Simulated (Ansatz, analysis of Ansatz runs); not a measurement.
**A hop of H in Rb2MgCl4 (I4/mmm), charge +1**

How high is the barrier when H changes place in Rb2MgCl4 (I4/mmm)? The case: H transfer from Cl to Cl, charge +1, in a cell of 56 host atoms with 1 H put in.

Calculated with Ansatz 0.2.0; plane-wave PAW DFT, PBEsol; relaxation of all atoms of a defect supercell at fixed charge in a uniform background.

### 1. Set-up

The cell holds 57 atoms: 16 Rb, 8 Mg, 32 Cl and 1 H. Cell: a = 9.932 Å, b = 9.932 Å, c = 16.039 Å, α = 90.0°, β = 90.0°, γ = 90.0°. It derives from Rb2MgCl4 (space group I4/mmm). Nearest the centre at fractional (0.875, 0.250, 0.577): H57 at 0.45 Å, Mg34 at 1.76 Å, Cl13 at 1.76 Å, Cl36 at 1.76 Å, Rb17 at 2.97 Å, Rb3 at 2.97 Å, Cl40 at 3.04 Å, Cl54 at 3.04 Å. The cell carries charge +1.

The cell's shortest repeat is 9.9 Å.

### 2. Relaxation of the start point, charge +1

The ends come first: from an unrelaxed start the top is counted from too high an energy, and the barrier comes out too low. Small random displacements break the symmetry of the ideal sites, so that the defect can distort if it gains by it. The charge of +1 is set by the electron count, and a uniform background keeps the cell neutral.

Contents of qp1.start/input.yaml:

```yaml
crystal:
  lattice:
    - [9.93179577, 0.0, 0.0]
    - [0.0, 9.93179577, 0.0]
    - [0.0, 0.0, 16.03920526]
  atoms:
    - { symbol: Rb, position: [0.0, 0.0, 0.35750608] }
    - { symbol: Rb, position: [0.25, 0.25, 0.85750608] }
    - { symbol: Rb, position: [0.0, 0.0, 0.64249392] }
    - { symbol: Rb, position: [0.25, 0.25, 0.14249392] }
    - { symbol: Mg, position: [0.0, 0.0, 0.0] }
    - { symbol: Mg, position: [0.25, 0.25, 0.5] }
    - { symbol: Cl, position: [0.0, 0.0, 0.15533197] }
    - { symbol: Cl, position: [0.25, 0.25, 0.65533197] }
    - { symbol: Cl, position: [0.0, 0.0, 0.84466803] }
    - { symbol: Cl, position: [0.25, 0.25, 0.34466803] }
    - { symbol: Cl, position: [0.0, 0.25, 0.0] }
    - { symbol: Cl, position: [0.25, 0.0, 0.5] }
    - { symbol: Cl, position: [0.0, 0.25, 0.5] }
    - { symbol: Cl, position: [0.25, 0.0, 0.0] }
    - { symbol: Rb, position: [0.0, 0.5, 0.35750608] }
    - { symbol: Rb, position: [0.25, 0.75, 0.85750608] }
    - { symbol: Rb, position: [0.0, 0.5, 0.64249392] }
    - { symbol: Rb, position: [0.25, 0.75, 0.14249392] }
    - { symbol: Mg, position: [0.0, 0.5, 0.0] }
    - { symbol: Mg, position: [0.25, 0.75, 0.5] }
    - { symbol: Cl, position: [0.0, 0.5, 0.15533197] }
    - { symbol: Cl, position: [0.25, 0.75, 0.65533197] }
    - { symbol: Cl, position: [0.0, 0.5, 0.84466803] }
    - { symbol: Cl, position: [0.25, 0.75, 0.34466803] }
    - { symbol: Cl, position: [0.0, 0.75, 0.0] }
    - { symbol: Cl, position: [0.25, 0.5, 0.5] }
    - { symbol: Cl, position: [0.0, 0.75, 0.5] }
    - { symbol: Cl, position: [0.25, 0.5, 0.0] }
    - { symbol: Rb, position: [0.5, 0.0, 0.35750608] }
    - { symbol: Rb, position: [0.75, 0.25, 0.85750608] }
    - { symbol: Rb, position: [0.5, 0.0, 0.64249392] }
    - { symbol: Rb, position: [0.75, 0.25, 0.14249392] }
    - { symbol: Mg, position: [0.5, 0.0, 0.0] }
    - { symbol: Mg, position: [0.75, 0.25, 0.5] }
    - { symbol: Cl, position: [0.5, 0.0, 0.15533197] }
    - { symbol: Cl, position: [0.75, 0.25, 0.65533197] }
    - { symbol: Cl, position: [0.5, 0.0, 0.84466803] }
    - { symbol: Cl, position: [0.75, 0.25, 0.34466803] }
    - { symbol: Cl, position: [0.5, 0.25, 0.0] }
    - { symbol: Cl, position: [0.75, 0.0, 0.5] }
    - { symbol: Cl, position: [0.5, 0.25, 0.5] }
    - { symbol: Cl, position: [0.75, 0.0, 0.0] }
    - { symbol: Rb, position: [0.5, 0.5, 0.35750608] }
    - { symbol: Rb, position: [0.75, 0.75, 0.85750608] }
    - { symbol: Rb, position: [0.5, 0.5, 0.64249392] }
    - { symbol: Rb, position: [0.75, 0.75, 0.14249392] }
    - { symbol: Mg, position: [0.5, 0.5, 0.0] }
    - { symbol: Mg, position: [0.75, 0.75, 0.5] }
    - { symbol: Cl, position: [0.5, 0.5, 0.15533197] }
    - { symbol: Cl, position: [0.75, 0.75, 0.65533197] }
    - { symbol: Cl, position: [0.5, 0.5, 0.84466803] }
    - { symbol: Cl, position: [0.75, 0.75, 0.34466803] }
    - { symbol: Cl, position: [0.5, 0.75, 0.0] }
    - { symbol: Cl, position: [0.75, 0.5, 0.5] }
    - { symbol: Cl, position: [0.5, 0.75, 0.5] }
    - { symbol: Cl, position: [0.75, 0.5, 0.0] }
    - { symbol: H, position: [0.843239, 0.25, 0.597107] }
total_charge: 1
basis:
  ecutwfc: 420
  xc_grid: 2
hamiltonian:
  xc: pbesol
kpoints:
  mp_grid: { grid: [1, 1, 1], shift: [0.25, 0.25, 0.25] }
scf:
  occupations: { method: fixed }
  max_iter: 120
output:
  forces: true
relax:
  f_tol: 0.02
  max_steps: 70
  random_displacement: { amplitude: 0.03, seed: 1386 }
```

Command:

```
ansatz run input.yaml --threads 32 --pin off --max-ram 84787MiB --backend cuda --events-out ev --progress --plain --runs-dir out --max-vram 78GiB
```

Output:

```text
[...]
Engine: ansatz 0.2.0, aarch64-unknown-linux-gnu
[...]
Pseudopotential: Rb, paw, valence charge 9, recommended cutoff 420 eV (normal), Rb.paw.azcp
Pseudopotential: Mg, paw, valence charge 10, recommended cutoff 420 eV (normal), Mg.paw.azcp
Pseudopotential: Cl, paw, valence charge 7, recommended cutoff 420 eV (normal), Cl.paw.azcp
Pseudopotential: H, paw, valence charge 1, recommended cutoff 420 eV (normal), H.paw.azcp
Functional definition: PBEsol
[...]
Crystal: 57 atoms, lattice volume = 1582.116 Å³
Basis set: ecut = 420 eV, 31017 PW (Γ), exchange–correlation on 144×144×216 points (8 copies of the dense FFT grid, shifted against one another)
Bands: 281, of which v1, the nominal top of the filled ones, is band 224 counted from 1 (223 counted from 0)
[...]
SCF iter   2: F=—  HF=-100840.787145 eV  |F-HF|=—  |Δ(HF+E_count)|=   1.72e-1  Δρ=1.70e-3  dr2=1.27e-1  ethr=1.24e-4  ⟨swp⟩=3.0  Hψ=479  notcnv=0  defer=55
[...]
SCF iter   6: F=-100840.731744 eV  HF=-100840.731739 eV  |F-HF|=4.30e-6  |Δ(HF+E_count)|=   4.00e-5  Δρ=1.36e-5  dr2=4.29e-6  ethr=2.23e-9  ⟨swp⟩=4.0  Hψ=925  notcnv=0
SCF 1 converged in 6 iterations: F = -100840.731744 eV  dr2 = 4.29e-6
[...]
relax step   1: F+E_penalty+E_count = -100840.73174376 eV  Δ(F+E_penalty+E_count) = +0.000e0 eV  max|allowed force component| = 3.034e0 eV/Å  Δτ_max = 0.0000 Å  (6 SCF iters, dr2 threshold 1.00e-5 eV, [...]
[...]
relax step   2: F+E_penalty+E_count = -100841.82747189 eV  Δ(F+E_penalty+E_count) = -1.096e0 eV  max|allowed force component| = 1.248e0 eV/Å  Δτ_max = 0.1987 Å  (6 SCF iters, dr2 threshold 1.00e-4 eV, [...]
[...]
SCF 9 converged in 6 iterations: F = -100842.184985 eV  dr2 = 2.65e-8
[...]
SCF 10 converged in 5 iterations: F = -100842.185432 eV  dr2 = 5.89e-8
[...]
SCF converged after 5 iterations
[...]
```

It took 6.7 s on 1 × NVIDIA GB200 with 32 threads of Arm Neoverse V2, shared host; peak memory 1.3 GiB; 25 s of CPU time.

The steps of the relaxation:

```
step  energy less that of the first step (eV)  largest force component (eV/Å)
   1                                   0.0000                          3.0343
   2                                  -1.0957                          1.2476
   3                                  -1.3698                          0.3490
   4                                  -1.4279                          0.1751
   5                                  -1.4400                          0.2350
   6                                  -1.4500                          0.0556
   7                                  -1.4414                          0.1638
   8                                  -1.4528                          0.0235
   9                                  -1.4532                          0.0271
  10                                  -1.4537                          0.0068
```

Relaxation step 7 was tried and not accepted.

The atoms that moved most (Å, from the sites as typed, ahead of the random displacement, the mean shift of all atoms taken out):

```
atom      dx      dy      dz  length
 H57   0.481   0.003   0.116   0.495
Cl36   0.408   0.005   0.168   0.441
Mg34  -0.129   0.000  -0.393   0.413
Rb17   0.102   0.230   0.086   0.266
 Rb3   0.099  -0.228   0.085   0.263
Cl38  -0.033  -0.002  -0.220   0.222
Cl13  -0.143   0.000   0.148   0.206
Rb30   0.018  -0.001   0.176   0.177
```

Neighbours of H57 at the end:

| atom | distance (Å) |
| --- | --- |
| Cl36 | 1.404 |
| Cl13 | 1.788 |
| Mg34 | 2.575 |
| Rb17 | 3.036 |
| Rb3 | 3.038 |
| Cl54 | 3.241 |
| Cl40 | 3.243 |
| Cl8 | 3.566 |

Numbers from this step:

- free energy: -100842.1854 eV
- r.m.s. move of the farther half of the atoms: 0.03226 Å
- largest move from the ideal geometry of this structure, a common shift of the far atoms taken out: 0.4987 Å

The relaxation gained 1.454 eV and ended with a largest force component of 0.0068 eV/Å.

### 3. Relaxation of the end point, charge +1

The end point is relaxed in the same cell and settings, so that the two energies compare. Atoms more than 3.2 Å from the middle of the hop start where the first relaxation left them, the nearer ones on or close to their ideal places, with small random displacements.

Contents of qp1.end/input.yaml:

```yaml
crystal:
  lattice:
    - [9.93179577, 0.0, 0.0]
    - [0.0, 9.93179577, 0.0]
    - [0.0, 0.0, 16.03920526]
  atoms:
    - { symbol: Rb, position: [-0.00058005, -0.0067763, 0.35407795] }
    - { symbol: Rb, position: [0.24963826, 0.24997012, 0.85925261] }
    - { symbol: Rb, position: [0.0, 0.0, 0.64249392] }
[... 2 atom lines left out ...]
    - { symbol: Mg, position: [0.25055011, 0.2500788, 0.50318793] }
[... 1 atom line left out ...]
    - { symbol: Cl, position: [0.241524, 0.24990157, 0.65541437] }
[... 4 atom lines left out ...]
    - { symbol: Cl, position: [0.0, 0.25, 0.5] }
[... 3 atom lines left out ...]
    - { symbol: Rb, position: [0.0, 0.5, 0.64249392] }
[... 16 atom lines left out ...]
    - { symbol: Mg, position: [0.75, 0.25, 0.5] }
[... 1 atom line left out ...]
    - { symbol: Cl, position: [0.75, 0.25, 0.65533197] }
[... 1 atom line left out ...]
    - { symbol: Cl, position: [0.74683571, 0.2498736, 0.33151149] }
[... 1 atom line left out ...]
    - { symbol: Cl, position: [0.75, 0.0, 0.5] }
    - { symbol: Cl, position: [0.50117644, 0.24998911, 0.50862213] }
[... 12 atom lines left out ...]
    - { symbol: Cl, position: [0.75, 0.5, 0.5] }
[... 2 atom lines left out ...]
    - { symbol: H, position: [0.906761, 0.25, 0.557757] }
total_charge: 1
basis:
  ecutwfc: 420
  xc_grid: 2
hamiltonian:
  xc: pbesol
kpoints:
  mp_grid: { grid: [1, 1, 1], shift: [0.25, 0.25, 0.25] }
scf:
  occupations: { method: fixed }
  max_iter: 120
output:
  forces: true
relax:
  f_tol: 0.02
  max_steps: 70
  random_displacement: { amplitude: 0.01, seed: 1386 }
```

Output:

```text
[...]
Crystal: 57 atoms, lattice volume = 1582.116 Å³
Basis set: ecut = 420 eV, 31017 PW (Γ), exchange–correlation on 144×144×216 points (8 copies of the dense FFT grid, shifted against one another)
Bands: 281, of which v1, the nominal top of the filled ones, is band 224 counted from 1 (223 counted from 0)
[...]
SCF iter   2: F=—  HF=-100840.675973 eV  |F-HF|=—  |Δ(HF+E_count)|=   1.51e-1  Δρ=1.61e-3  dr2=1.07e-1  ethr=1.09e-4  ⟨swp⟩=3.0  Hψ=479  notcnv=0  defer=55
[...]
SCF iter   6: F=-100840.628567 eV  HF=-100840.628564 eV  |F-HF|=3.59e-6  |Δ(HF+E_count)|=   3.14e-5  Δρ=1.50e-5  dr2=5.76e-6  ethr=2.23e-9  ⟨swp⟩=4.0  Hψ=925  notcnv=0
SCF 1 converged in 6 iterations: F = -100840.628567 eV  dr2 = 5.76e-6
[...]
relax step   1: F+E_penalty+E_count = -100840.62856716 eV  Δ(F+E_penalty+E_count) = +0.000e0 eV  max|allowed force component| = 2.609e0 eV/Å  Δτ_max = 0.0000 Å  (6 SCF iters, dr2 threshold 1.00e-5 eV, [...]
[...]
relax step   2: F+E_penalty+E_count = -100841.61649262 eV  Δ(F+E_penalty+E_count) = -9.879e-1 eV  max|allowed force component| = 1.214e0 eV/Å  Δτ_max = 0.1948 Å  (5 SCF iters, dr2 threshold 1.00e-4 eV [...]
[...]
SCF 9 converged in 6 iterations: F = -100842.182886 eV  dr2 = 6.66e-8
[...]
SCF 10 converged in 6 iterations: F = -100842.185191 eV  dr2 = 2.52e-8
[...]
SCF converged after 6 iterations
[...]
```

Elapsed: 6.7 s, on 1 × NVIDIA GB200 with 32 threads; peak memory 1.4 GiB; 26 s of CPU time.

Relaxation path:

| step | energy less that of the first step (eV) | largest force component (eV/Å) |
| --- | --- | --- |
| 1 | 0.0000 | 2.6094 |
| 2 | -0.9879 | 1.2145 |
| 3 | -1.3585 | 0.4775 |
| 4 | -1.4272 | 0.6476 |
| 5 | -1.4848 | 0.3168 |
| 6 | -1.4806 | 0.4381 |
| 7 | -1.5454 | 0.1214 |
| 8 | -1.5546 | 0.0412 |
| 9 | -1.5543 | 0.0784 |
| 10 | -1.5566 | 0.0132 |

Relaxation steps 6, 9 were tried and not accepted.

The atoms that moved most (Å, from the sites as typed, ahead of the random displacement):

| atom | dx | dy | dz | length |
| --- | --- | --- | --- | --- |
| H57 | -0.126 | 0.003 | 0.713 | 0.724 |
| Cl36 | 0.427 | 0.004 | 0.134 | 0.448 |
| Mg34 | -0.135 | 0.001 | -0.392 | 0.414 |
| Rb17 | 0.107 | 0.227 | 0.076 | 0.263 |
| Rb3 | 0.103 | -0.226 | 0.076 | 0.260 |
| Cl13 | -0.135 | 0.001 | 0.111 | 0.175 |
| Cl40 | -0.022 | 0.074 | 0.032 | 0.083 |
| Cl54 | -0.023 | -0.072 | 0.031 | 0.082 |

Neighbours of H57 at the end:

```
atom  distance (Å)
Cl36         1.407
Cl13         1.782
Mg34         2.565
Rb17         3.033
 Rb3         3.035
Cl54         3.240
Cl40         3.242
 Cl8         3.527
```

Among the atoms that came to bonding distance: Cl36–H57 1.41 Å (from 2.21).

Numbers from this step:

```
free energy                                                                                       : -100842.1852 eV
r.m.s. move of the farther half of the atoms                                                      : 0.03118 Å
largest move from the ideal geometry of this structure, a common shift of the far atoms taken out : 0.7404 Å
```

The relaxation gained 1.557 eV and ended with a largest force component of 0.013 eV/Å. The end lies within 1 meV of the start.

### 4. No path, charge +1

Analysis of the runs above: comparison of two relaxed ends, PBEsol.

It gives:

```yaml
outcome: both ends relax to one structure
largest_difference: 0.03760 Å
energy_difference: 2.41e-4 eV
```

### 5. Outcome

- outcome: both ends relax to one structure

What this shows: Start and end relaxed into one structure, so no band was run. The largest move in the relaxations was 0.7 Å. This doesn't show that a second stable place is lacking: the end was set up from the relaxed start, and an atom can slide across on the way. Limits: one k-point off the zone centre stands for the whole zone.

[Logs are printed without paths, hosts, clocks, repeated set-up lines and the standing remarks that a program may print on its own settings, such as how far it seeks lower states.]

[Hosts, paths, dates, database ids (printed as entryN), source tags and the programs' standing remarks are cut or masked in the printed files.]
